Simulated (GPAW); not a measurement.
# How the functional moves the magnetism of zigzag Mo chain, bond 2.672 A, part 2 of 2

Aim: see how far moments and order energies of zigzag Mo chain, bond 2.672 A move with the functional, and what each set costs.

GPAW 26.7.0; several functionals; plane waves with GPAW's PAW setups, scalar-relativistic.

So far, largest spin moment in the augmentation sphere (μB): step 2 (rung 1 (LDA), start ferro ++) 0.159; step 5 (PBE, antiferromagnetic, start moments [1.0, -1.0] μB) 2.55; step 6 (revPBE) 0.401; step 7 (revPBE, antiferromagnetic, start moments [1.0, -1.0] μB) 2.62; step 8 (RPBE) 0.376.

## 9. Set 4 (RPBE), start antiferro +-

Level of this step: RPBE; plane waves with GPAW's PAW setups, scalar-relativistic (GPAW).

order2.py

```python
import json
import numpy as np
from ase import Atoms
from ase.parallel import paropen, parprint
from gpaw import GPAW

atoms = Atoms(['Mo', 'Mo'],
    cell=[[12.0, 0.0, 0.0],
         [0.0, 12.0, 0.0],
         [0.0, 0.0, 3.2064]],
    scaled_positions=[[0.41093333, 0.5, 0.0],
         [0.58906667, 0.5, 0.5]],
    pbc=True,
    magmoms=[1.0, -1.0])
atoms.calc = GPAW(mode={'name': 'pw', 'ecut': 600},
    xc='RPBE',
    kpts={'size': (1, 1, 8), 'gamma': True},
    occupations={'name': 'fermi-dirac', 'width': 0.05},
    convergence={'density': 1e-05, 'energy': 1e-05},
    maxiter=200,
    symmetry={'tolerance': 1e-4},
    txt='order2.txt')
e = atoms.get_potential_energy(force_consistent=True)
res = {'free_energy': e, 'energy_sigma0': atoms.get_potential_energy(), 'fermi_energy': atoms.calc.get_fermi_level()}
res['moments'] = atoms.get_magnetic_moments().tolist()
res['total'] = atoms.get_magnetic_moment()
parprint('site moments (muB):', np.round(res['moments'], 3))
parprint(f"total moment: {res['total']:.3f} muB")
parprint(f'free energy: {e:.6f} eV')
atoms.calc.write('order2.gpw')
with paropen('results.json', 'w') as f:
    json.dump(res, f)
```

Started as:

```bash
> OMP_NUM_THREADS=1 python3 order2.py > order2.log
```

Log:

```text
site moments (muB): [ 2.638 -2.638]
total moment: -0.000 muB
free energy: -14.376976 eV

--- order2.txt ---
Input parameters:
  mode=PW(ecut=600),
  convergence={'density': 1e-05, 'energy': 1e-05},
  kpts=MonkhorstPack(size=(1, 1, 8), gamma=True),
  maxiter=200,
  occupations=Occupations(name='fermi-dirac', width=0.05),
  symmetry=Symmetry(tolerance=0.0001),
  xc=XC(name='RPBE')

Diagonalizing LCAO Hamiltonian
[...]
|          9 |        -5.041 |     1.000 |        -5.041 |     1.000 |
|         10 |        -3.992 |     1.000 |        -3.992 |     1.000 |
[...]
|         17 |        -0.914 |     0.000 |        -0.914 |     0.000 |
|         18 |        -0.595 |     0.000 |        -0.595 |     0.000 |
|         19 |        -0.027 |     0.000 |        -0.027 |     0.000 |
|         20 |         0.193 |     0.000 |         0.193 |     0.000 |

No gap
No difference between direct/indirect transitions


[key lines of the parts left out:]
Free energy:     -14.376976
Converged in 18 steps
dipole moment: (0.000001, 0.000003, -11.852033)  # |e|*Ang
Fermi level: -2.233
```

The job ended after 42 s (1 MPI rank of AMD EPYC 9R45, shared host; peak memory 0.46 GiB).

This step gave:

```yaml
magnetization: 0 μB
final_state: antiferromagnetic
largest_moment: 2.638 μB
```

This start lies -540.5 meV a seeded atom from the first, a change of -11.3 meV since set 3; its largest moment is 2.64 μB.

## 10. Set 5 (TPSS), start ferro ++

order1.py

```python
import json
import numpy as np
from ase import Atoms
from ase.parallel import paropen, parprint
from gpaw import GPAW

atoms = Atoms(['Mo', 'Mo'],
    cell=[[12.0, 0.0, 0.0],
         [0.0, 12.0, 0.0],
         [0.0, 0.0, 3.2064]],
    scaled_positions=[[0.41093333, 0.5, 0.0],
         [0.58906667, 0.5, 0.5]],
    pbc=True,
    magmoms=[1.0, 1.0])
atoms.calc = GPAW(mode={'name': 'pw', 'ecut': 600},
    xc='TPSS',
    kpts={'size': (1, 1, 8), 'gamma': True},
    occupations={'name': 'fermi-dirac', 'width': 0.05},
    convergence={'density': 1e-05, 'energy': 1e-05},
    maxiter=200,
    eigensolver='davidson',
    symmetry={'tolerance': 1e-4},
    txt='order1.txt')
e = atoms.get_potential_energy(force_consistent=True)
res = {'free_energy': e, 'energy_sigma0': atoms.get_potential_energy(), 'fermi_energy': atoms.calc.get_fermi_level()}
res['moments'] = atoms.get_magnetic_moments().tolist()
res['total'] = atoms.get_magnetic_moment()
parprint('site moments (muB):', np.round(res['moments'], 3))
parprint(f"total moment: {res['total']:.3f} muB")
parprint(f'free energy: {e:.6f} eV')
atoms.calc.write('order1.gpw')
with paropen('results.json', 'w') as f:
    json.dump(res, f)
```

Started as:

```bash
> OMP_NUM_THREADS=1 python3 order1.py > order1.log
```

Log:

```text
site moments (muB): [1.121 1.117]
total moment: 3.464 muB
free energy: -27.680346 eV

--- order1.txt ---
Input parameters:
  mode=PW(ecut=600),
  convergence={'density': 1e-05, 'energy': 1e-05},
  eigensolver=Davidson(niter=2),
  kpts=MonkhorstPack(size=(1, 1, 8), gamma=True),
  maxiter=200,
  occupations=Occupations(name='fermi-dirac', width=0.05),
  symmetry=Symmetry(tolerance=0.0001),
  xc=XC(name='TPSS')

[...]
|          8 |        -5.982 |     1.000 |        -5.353 |     1.000 |
|          9 |        -5.646 |     1.000 |        -4.954 |     1.000 |
[...]
|         18 |        -1.392 |     0.000 |        -0.576 |     0.000 |
|         19 |        -1.369 |     0.000 |        -0.510 |     0.000 |
|         20 |        -0.299 |     0.000 |         0.202 |     0.000 |
|         21 |        -0.259 |     0.000 |         0.562 |     0.000 |

No gap
No difference between direct/indirect transitions


[key lines of the parts left out:]
Free energy:     -27.680346
Converged in 75 steps
dipole moment: (0.000180, 0.000003, -11.903511)  # |e|*Ang
Fermi level: -2.445
```

Run time: 7.4 min. Hardware: 1 MPI rank; peak memory 0.6 GiB.

This step gave:

| Property | Result |
| --- | --- |
| magnetization | 3.464 μB |
| final state | ferromagnetic |
| largest moment | 1.121 μB |

The largest moment moves by +0.74 μB from set 4, at 3.8 times its CPU time.

## 11. Set 5 (TPSS), start antiferro +-

order2.py is the script of step 9 with these lines changed:

```diff
@@ -15,3 +15,3 @@
 atoms.calc = GPAW(mode={'name': 'pw', 'ecut': 600},
-    xc='RPBE',
+    xc='TPSS',
     kpts={'size': (1, 1, 8), 'gamma': True},
@@ -20,2 +20,3 @@
     maxiter=200,
+    eigensolver='davidson',
     symmetry={'tolerance': 1e-4},
```

Started as:

```bash
> OMP_NUM_THREADS=1 python3 order2.py > order2.log
```

Log:

```text
site moments (muB): [ 2.623 -2.623]
total moment: 0.000 muB
free energy: -28.658374 eV

--- order2.txt ---
Input parameters:
  mode=PW(ecut=600),
  convergence={'density': 1e-05, 'energy': 1e-05},
  eigensolver=Davidson(niter=2),
  kpts=MonkhorstPack(size=(1, 1, 8), gamma=True),
  maxiter=200,
  occupations=Occupations(name='fermi-dirac', width=0.05),
  symmetry=Symmetry(tolerance=0.0001),
  xc=XC(name='TPSS')

[...]
|          9 |        -5.101 |     1.000 |        -5.101 |     1.000 |
|         10 |        -4.048 |     1.000 |        -4.048 |     1.000 |
[...]
|         17 |        -0.893 |     0.000 |        -0.893 |     0.000 |
|         18 |        -0.540 |     0.000 |        -0.540 |     0.000 |
|         19 |         0.056 |     0.000 |         0.055 |     0.000 |
|         20 |         0.431 |     0.000 |         0.650 |     0.000 |

No gap
No difference between direct/indirect transitions


[key lines of the parts left out:]
Free energy:     -28.658374
Converged in 44 steps
dipole moment: (0.000004, 0.000003, -11.861719)  # |e|*Ang
Fermi level: -2.263
```

Wall time 4.1 min (1 MPI rank); peak memory 0.59 GiB.

Numbers from this step:

* magnetization: 0 μB
* final state: antiferromagnetic
* largest moment: 2.623 μB

This start lies -489.0 meV a seeded atom from the first, a change of +51.5 meV since set 4; its largest moment is 2.62 μB.

## 12. Side by side

List, by row:

```tsv
set	functional	state from the first start	state from the second start	second less first (meV a seeded atom)	moment, first (μB)	moment, second (μB)	CPU time (s)
1	LDA	ferromagnetic	antiferromagnetic	-232.3	0.1594	2.19	118.8
2	PBE	ferromagnetic	antiferromagnetic	-462.1	0.3815	2.549	95.64
3	revPBE	ferromagnetic	antiferromagnetic	-529.2	0.4007	2.624	100.2
4	RPBE	ferromagnetic	antiferromagnetic	-540.5	0.376	2.638	158.3
5	TPSS	ferromagnetic	antiferromagnetic	-489	1.121	2.623	688
```

## 13. What came out

- range of the moment in the table, second start: 2.19 to 2.64 μB
- range of CPU time: 96 s to 11 min
- range of the energy difference: -541 to -232 meV a seeded atom

In words: For the second start the functionals give moments from 2.19 to 2.64 μB and energy differences from -541 to -232 meV a seeded atom, a spread that no finer setting would remove; all use the same cell, so differences in their own lattice constants don't enter. The second start ends lower on every set of the table. The other start's moment moves more, from 0.16 to 1.12 μB.

[Logs and program files are shortened in this print: banners, set-up blocks, solver, clock and traceback lines can be left out without a mark of their own.]

[Logs are printed without paths, hosts, clocks, repeated set-up lines and the standing remarks that a program may print on its own settings, such as how far it seeks lower states.]

[Hosts, paths, dates, database ids (printed as entryN), source tags and the programs' standing remarks are cut or masked in the printed files.]

[Where a cell is said to come from a database of computed structures, the database is the Materials Project.]
